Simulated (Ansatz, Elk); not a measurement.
**Bonding as seen by X-rays: NaN2**

The structure of NaN2 used here is made up (a known structure type with other elements) and was relaxed beforehand with r2SCAN. The aim is the Fourier transform of its all-electron density, F(hkl), set beside the sum over free spherical atoms that refinements use.

Calculated with Elk 11.2.3 (patched build); DFT, PBE, all-electron APW+lo, Dirac cores, scalar-relativistic bands, static density, no spin.

This account leaves out most program logs.

The structure was built from a prototype and need not be the compound's stable phase.

### Step 1. The starting structure

The structure is hexagonal, space group P6/mmm (No. 191). Conventional cell: a = 3.089 Å, b = 3.089 Å, c = 3.651 Å, α = 90.00°, β = 90.00°, γ = 120.00°. Na has 12 N at 2.55 Å nearest. Nearest to N lie 3 N at 1.78 Å and 6 Na at 2.55 Å. Farther neighbours and most contacts between anions are not listed.

### Step 2. Ground state and structure factors

An all-electron density is needed, since X-rays see the cores too. Task 0 finds the density and task 195 Fourier-transforms it; tshift is off so that phases refer to the origin typed.

The input, elk.in:

```
tasks
  0
  195

xctype
  20

spinpol
  .false.

rgkmax
  7.0

gmaxvr
  14.0

lmaxo
  7

lmaxapw
  8

swidth
  0.002

tshift
  .false.

ramdisk
  .false.

hmaxvr
  5.5

maxscl
  120

epspot
  1e-06

sppath
  './'

avec
  5.83671721621 -0.00000000000 0.00000000000
  -2.91835860810 5.05474538394 0.00000000000
  0.00000000000 0.00000000000 6.89892468373

atoms
  2
  'Na.in'
  1
  -0.0000000000 -0.0000000000 0.0000000000   0.000000 0.000000 0.000000
  'N.in'
  2
  0.6666666667 0.3333333333 0.5000000000   0.000000 0.000000 0.000000
  0.3333333333 0.6666666667 0.5000000000   0.000000 0.000000 0.000000

ngridk
  8 8 6
```

The run is started by

```console
$ OMP_NUM_THREADS=4 elk
```

The job ended after 6.7 s (4 threads of Arm Neoverse V2, shared host; peak memory 0.16 GiB).

SFACRHO.OUT:

```text

h k l indices transformed by vhmat matrix:
   1.000000000       0.000000000       0.000000000    
   0.000000000       1.000000000       0.000000000    
   0.000000000       0.000000000       1.000000000    

      h      k      l  multipl.   |H|            Re(F)            Im(F)           |F|

      0      0      0      1   0.0000000       25.000001      0.72085957E-16   25.000001    
      0      0     -1      2  0.91074850      -2.1383899      0.21522729E-14   2.1383899    
      1      0      0      6   1.2430271       3.5110033      0.35308527E-15   3.5110033    
     -1      1     -1     12   1.5409669       12.015292     -0.70617053E-15   12.015292    
      0      0     -2      2   1.8214970       13.924052     -0.38249425E-14   13.924052    
      2     -1      0      6   2.1529860       12.648998     -0.18318678E-16   12.648998    
     -1      0      2     12   2.2052137       3.5852183     -0.17654263E-14   3.5852183    
      1      1     -1     12   2.3376937      0.57310657      0.28551150E-14  0.57310657    
     -2      0      0      6   2.4860541       3.2264953     -0.35308527E-15   3.2264953    
      2      0      1     12   2.6476269       7.8708004     -0.35308527E-15   7.8708004    
      0      0      3      2   2.7322455      0.96637927      0.12710165E-14  0.96637927    
     -1      2      2     12   2.8201419       9.6017141      0.33118091E-15   9.6017141    
      1     -1      3     12   3.0017131       6.8442167      0.14123411E-14   6.8442167    
      2      0      2     12   3.0819339       2.6600580     -0.10592558E-14   2.6600580    
     -3      1      0     12   3.2887405       2.3003483      -0.0000000       2.3003483    
      2      1     -1     24   3.4125177       6.1286507     -0.10592558E-14   6.1286507    
     -2      1      3     12   3.4785794      0.43450028     -0.26665744E-15  0.43450028    
      0      0      4      2   3.6429940       7.2281101      0.42513390E-14   7.2281101
```

Elk indexes on the primitive cell of elk.in and gives |H| = 4π sin θ/λ in inverse bohr. Below, one row stands for each form hkl of the conventional cell (m members, Friedel mates merged), F is for one primitive cell and the density is static (no thermal factor). Free-atom factors are Waasmaier and Kirfel's, and R is Σm||F|−|F'||/Σm|F|.

```tsv
hkl	m	sin θ/λ (Å⁻¹)	abs F, DFT	neutral atoms	diff.
001	2	0.137	2.138	2.004	+0.135
100	6	0.187	3.511	3.750	-0.239
101	12	0.232	12.015	11.967	+0.049
002	2	0.274	13.924	14.302	-0.378
110	6	0.324	12.649	12.495	+0.154
102	12	0.332	3.585	3.508	+0.077
111	12	0.351	0.573	0.654	-0.081
200	6	0.374	3.227	3.250	-0.024
201	12	0.398	7.871	7.899	-0.029
003	2	0.411	0.966	0.664	+0.302
112	12	0.424	9.602	9.675	-0.074
103	12	0.451	6.844	6.953	-0.109
202	12	0.464	2.660	2.617	+0.043
210	12	0.495	2.300	2.395	-0.095
211	24	0.513	6.129	6.056	+0.073
113	12	0.523	0.434	0.331	+0.103
004	2	0.548	7.228	7.436	-0.208
203	12	0.555	5.500	5.549	-0.050
300	6	0.561	7.390	7.262	+0.128
212	24	0.565	1.888	1.920	-0.032
301	12	0.577	0.011	0.110	-0.099
104	12	0.579	1.919	1.836	+0.083
```

### Step 3. The highest occupied states alone

An energy window below the Fermi level keeps the highest occupied states, to see at which angles they scatter; shallow core shells can lie inside it and anion s states outside. No new self-consistency is needed.

Changes to elk.in since step 2:

```diff
@@ -1,3 +1,2 @@
 tasks
-  0
   195
@@ -40,2 +39,5 @@
 
+wsfac
+  -0.379550 0.471690
+
 sppath
```

The run is started by

```console
$ OMP_NUM_THREADS=4 elk
```

Run time: 1.6 s. Hardware: 4 threads; peak memory 0.16 GiB; 2.1 s of CPU time.

States within 15 eV below the Fermi level hold 9.00 electrons; any levels below the window count with the cores. Their amplitudes can exceed the total, where window and core parts have opposite phase:

```tsv
hkl	sin θ/λ (Å⁻¹)	abs F, window	abs F, all
001	0.137	5.825	2.138
100	0.187	2.491	3.511
101	0.232	1.804	12.015
002	0.274	2.183	13.924
110	0.324	2.073	12.649
102	0.332	0.699	3.585
111	0.351	1.518	0.573
200	0.374	0.634	3.227
201	0.398	0.541	7.871
003	0.411	0.452	0.966
```

### Step 4. Another functional

The difference from free atoms is small, so it is set against the change that LDA (Perdew-Wang) makes.

Changes to elk.in since step 3:

```diff
@@ -1,2 +1,3 @@
 tasks
+  0
   195
@@ -4,3 +5,3 @@
 xctype
-  20
+  3
 
@@ -39,5 +40,2 @@
 
-wsfac
-  -0.379550 0.471690
-
 sppath
```

The run is started by

```console
$ OMP_NUM_THREADS=4 elk
```

The job ended after 4.6 s (4 threads; peak memory 0.16 GiB; 14 s of CPU time).

Against the first run R = 0.18 %; the largest change is -0.039 at 110.

### Step 5. Basis size

The basis and the expansions that go with it are enlarged, to see whether the differences are converged.

Changes to elk.in since step 4:

```diff
@@ -5,3 +5,3 @@
 xctype
-  3
+  20
 
@@ -11,12 +11,12 @@
 rgkmax
-  7.0
+  8.5
 
 gmaxvr
-  14.0
+  18.0
 
 lmaxo
-  7
+  9
 
 lmaxapw
-  8
+  10
```

The run is started by

```console
$ OMP_NUM_THREADS=4 elk
```

It took 17 s on 4 threads; peak memory 0.16 GiB.

Against the first run R = 0.03 %; the largest change is +0.004 at 204.

### Step 6. A coarser k-mesh

About half the k-points along each axis test the sampling.

Changes to elk.in since step 5:

```diff
@@ -11,12 +11,12 @@
 rgkmax
-  8.5
+  7.0
 
 gmaxvr
-  18.0
+  14.0
 
 lmaxo
-  9
+  7
 
 lmaxapw
-  10
+  8
 
@@ -59,2 +59,2 @@
 ngridk
-  8 8 6
+  4 4 3
```

The run is started by

```console
$ OMP_NUM_THREADS=4 elk
```

Run time: 3.8 s. Hardware: 4 threads; peak memory 0.16 GiB.

Against the first run R = 0.33 %; the largest change is -0.069 at 003.

### Step 7. Settings against the effect

```tsv
run	R against the first run (%)	R against neutral atoms, low angle (%)	wall time
PBE, rgkmax 7	0.00	1.54	6.7 s
LDA (Perdew-Wang)	0.18	1.29	4.6 s
rgkmax 8.5 with larger expansions	0.03	1.55	17 s
k-mesh 4×4×3	0.33	1.50	3.8 s
```

### Step 8. What came out

```yaml
r_against_neutral_atoms_sin_theta_lambda_0p3_a_minus1: 1.54 %
r_against_neutral_atoms_0p3_to_0p83_a_minus1: 1.50 %
```

What this shows: Independent neutral atoms miss the calculated amplitudes by R = 1.54 % below 0.3 Å⁻¹ and 1.50 % from there to 0.83 Å⁻¹; by shells, 6.29 % below 0.15 Å⁻¹ (1 form), 1.44 % 0.15 to 0.3 (3 forms), 1.34 % 0.3 to 0.45 (7 forms), 1.54 % above 0.45 (36 forms). Bonding, aspherical density and the tables' own atoms all enter these figures, and the runs don't part them. The largest change of an amplitude is -0.38 electrons, at 002. Weak lines can change much in proportion: 005 goes from 0.30 to 0.14. The window's part falls from 9.0 electrons at the origin to at most 0.30 between 0.45 and 0.83 Å⁻¹. Below 0.3 Å⁻¹ the changes that finished (LDA (Perdew-Wang), rgkmax 8.5 with larger expansions and k-mesh 4×4×3) move F by R = 0.30 % at most, against the 1.54 % that separates it from free atoms. The electron count is odd, so without spin the run is a metal by force. Part of the difference isn't bonding: the tables are fits to free atoms and ions calculated by other methods than this functional. Thermal motion, anomalous dispersion and extinction are left out.

[Logs are printed without paths, hosts, clocks, repeated set-up lines and the standing remarks that a program may print on its own settings, such as how far it seeks lower states.]

[Hosts, paths, dates, database ids (printed as entryN), source tags and the programs' standing remarks are cut or masked in the printed files.]
